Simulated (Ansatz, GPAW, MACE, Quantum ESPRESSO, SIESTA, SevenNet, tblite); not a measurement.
## Random packing of 77WO3-23Li2O (mol %) (98 atoms): runs against a plane-wave reference

Density of this cell: 6.09 g/cm³. The cell holds 98 atoms: 20 W, 66 O and 12 Li. Its edges and angles: a = 10.952 Å, b = 10.952 Å, c = 10.952 Å, α = 90.0°, β = 90.0°, γ = 90.0°. 98 atoms (20 W, 66 O, 12 Li) packed at random in a cube at 6.09 g/cm³ and pushed apart as soft spheres, cations and anions kept from their own kind; a start for melting by ab initio MD, not an equilibrated structure. Then every atom was moved at random, 0.05 Å r.m.s. a Cartesian component.

Geometry: as built.

The reference, a calculation:

* method: Kohn-Sham DFT, PBE, PAW, plane waves (Ansatz 0.2.0); cutoff 420 eV, Γ point, fermi-dirac smearing of 0.05 eV; PAW set soft_2
* r.m.s. force component: 2.007 eV/Å
* longest force: 6.409 eV/Å
* pressure: -27.85 GPa
* SCF cycles: 13
* time: 34 s on 4 threads of Arm Neoverse V1, shared host
* CPU time: 2 min

**Question.** The same geometry is run in other programs. How far does each lie from the reference, and what does it cost?
- GPAW PBE, LCAO dzp, h 0.18 Å (GPAW 26.7.0; 2 MPI ranks)
- tblite GFN1-xTB (tblite 0.8.0; 1 thread)
- MACE MP-0b3 medium potential (MACE MP-0b3 medium; 1 thread)
- SevenNet 0 potential (SevenNet 0; 1 thread)
- MACE MPA-0 medium potential (MACE MPA-0 medium; 1 thread)

Differences are against the plane-wave reference, forces as r.m.s. over components; share is that over the reference's r.m.s. force, slope the least-squares factor from reference forces to these. Total energies of different programs have different zeros and aren't compared.

```tsv
run	Δ force, r.m.s. (meV/Å)	share (%)	slope	Δ pressure (GPa)	cores	CPU time	memory (GiB)
reference	-	-	-	-	4	2 min	1.9
GPAW PBE, LCAO dzp, h 0.18 Å	153	7.61	0.953	-	2	22 min	2.3
tblite GFN1-xTB	612	30.5	0.931	8.19	1	7.5 s	0.13
MACE MP-0b3 medium potential	851	42.4	0.858	11.2	1	9.9 s	1.1
SevenNet 0 potential	766	38.2	0.892	7.24	1	9.3 s	1.0
MACE MPA-0 medium potential	890	44.4	0.773	10.1	1	9.9 s	1.1
```

Times of the machine-learned potentials are mostly Python's start and the loading of weights.

CPU time is summed over cores on a shared host, where runs went side by side, so it is rough. Symmetry, cutoffs, thresholds, outputs and thread counts weren't matched or tuned between programs; memory under MPI is the largest rank's times the ranks.

The PBE run in local orbitals differs by 7.6 % (GPAW PBE, LCAO dzp, h 0.18 Å); basis, grid and potentials can all enter. Tight binding differs by 30 % (tblite GFN1-xTB); it is another model, with fitted parameters of its own, and the xTB methods hold dispersion. Machine-learned potentials differ by 38 % (SevenNet 0 potential) to 44 % (MACE MPA-0 medium potential); they were trained on other programs' data, the PBE(+U) sets with a Hubbard term on some transition metals in oxides and fluorides. Among those trained on PBE data the slope goes as low as 0.77, with a correlation of 0.90, so directions differ as well as sizes. One electronic-structure run takes under half the reference's CPU time: tblite GFN1-xTB, at 30 % in 7.5 s against 2 min; its pressure misses by +8.2 GPa. Periodic xTB results under one method name differ between programs and library versions. Machine-learned potentials mimic data converged in k, so the reference's own k-point error enters their differences. The runs have no spin polarisation, so moments on W can't form, and no Hubbard term. The electronic-structure runs sample only Γ, in a cell whose shortest periodic width is 11 Å, which is coarse for a cell with partly filled levels.

[Logs are printed without paths, hosts, clocks, repeated set-up lines and the standing remarks that a program may print on its own settings, such as how far it seeks lower states.]

[Hosts, paths, dates, database ids (printed as entryN), source tags and the programs' standing remarks are cut or masked in the printed files.]
